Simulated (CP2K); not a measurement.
2-trifluoromethylpyrimidine has these distinct C atoms: C2 (bonded to C and 3 F), C5 (bonded to C and 2 N), C7 (bonded to C, N and H) and C8 (bonded to 2 C and H).

```xyz
13

F     2.7503   -1.1631    0.1350
C     2.1961    0.0739    0.0277
F     2.6602    0.6407   -1.1299
F     2.6640    0.8265    1.0468
C     0.6656    0.0159    0.0281
N     0.1269   -1.0732   -0.5301
C    -1.2163   -1.1030   -0.5532
C    -1.9907   -0.0707   -0.0244
C    -1.3052    1.0115    0.5289
N     0.0376    1.0728    0.5607
H    -1.6722   -1.9850   -1.0086
H    -3.0786   -0.1066   -0.0446
H    -1.8377    1.8603    0.9636
```

Their partial C K spectra (CP2K XAS_TDP, all-electron GAPW, PBEh(45%), aug-cc-pVDZ, TDA, GW2X-corrected core level, no relativity) are given in random order, each times the number of alike atoms.

Gaussian full width 0.5 eV, oscillator strength per eV, alike atoms added, rows of zeros left out:

```
E (eV)  curve 1  curve 2  curve 3  curve 4
286.50    0.000    0.000    0.000    0.001
286.75    0.000    0.003    0.000    0.020
287.00    0.001    0.045    0.000    0.078
287.25    0.014    0.180    0.000    0.076
287.50    0.075    0.184    0.000    0.019
287.75    0.101    0.048    0.000    0.001
288.00    0.035    0.003    0.000    0.000
288.25    0.003    0.000    0.000    0.000
289.75    0.000    0.001    0.000    0.000
290.00    0.000    0.001    0.000    0.001
290.25    0.000    0.000    0.000    0.008
290.50    0.000    0.000    0.000    0.023
290.75    0.000    0.000    0.000    0.017
291.00    0.000    0.000    0.000    0.003
291.25    0.000    0.002    0.000    0.000
291.50    0.000    0.017    0.000    0.000
291.75    0.000    0.046    0.000    0.005
292.00    0.000    0.032    0.000    0.018
292.25    0.000    0.006    0.000    0.020
292.50    0.000    0.002    0.000    0.008
292.75    0.000    0.010    0.000    0.003
293.00    0.000    0.015    0.000    0.009
293.25    0.001    0.015    0.000    0.017
293.50    0.003    0.021    0.000    0.014
293.75    0.007    0.022    0.000    0.010
294.00    0.015    0.033    0.000    0.006
294.25    0.024    0.035    0.000    0.004
294.50    0.016    0.027    0.000    0.006
294.75    0.010    0.024    0.002    0.008
295.00    0.014    0.015    0.018    0.014
295.25    0.034    0.020    0.052    0.021
295.50    0.063    0.033    0.038    0.021
295.75    0.054    0.044    0.007    0.012
296.00    0.021    0.041    0.001    0.009
296.25    0.011    0.041    0.003    0.016
296.50    0.019    0.026    0.018    0.012
296.75    0.018    0.020    0.060    0.006
```

Question: Which curve belongs to which atom?

Curve 1: C5 (bonded to C and 2 N), leading line at 287.68 eV (f = 0.057 an atom), ionisation energy 294.50 eV, term value 6.82 eV. Curve 2: C7 (bonded to C, N and H), leading line at 287.38 eV (f = 0.058 an atom), ionisation energy 294.18 eV, term value 6.80 eV. Curve 3: C2 (bonded to C and 3 F), leading line at 295.32 eV (f = 0.029 an atom), ionisation energy 300.00 eV, term value 4.68 eV. Curve 4: C8 (bonded to 2 C and H), leading line at 287.12 eV (f = 0.049 an atom), ionisation energy 293.13 eV, term value 6.01 eV. The leading line of an atom is its first one with 35 % of the strongest within 2.5 eV of its lowest line over the strength cut. A line lies at the core ionisation energy, which rises as an atom loses charge to its neighbours or to a π system, less the term value, which is large for a low π* or σ* orbital with weight on that atom.

[Banner, clock and machine lines of the logs are left out without a mark of their own.]

[Logs are printed without paths, hosts, clocks, repeated set-up lines and the standing remarks that a program may print on its own settings, such as how far it seeks lower states.]

[Hosts, paths, dates, database ids (printed as entryN), source tags and the programs' standing remarks are cut or masked in the printed files.]
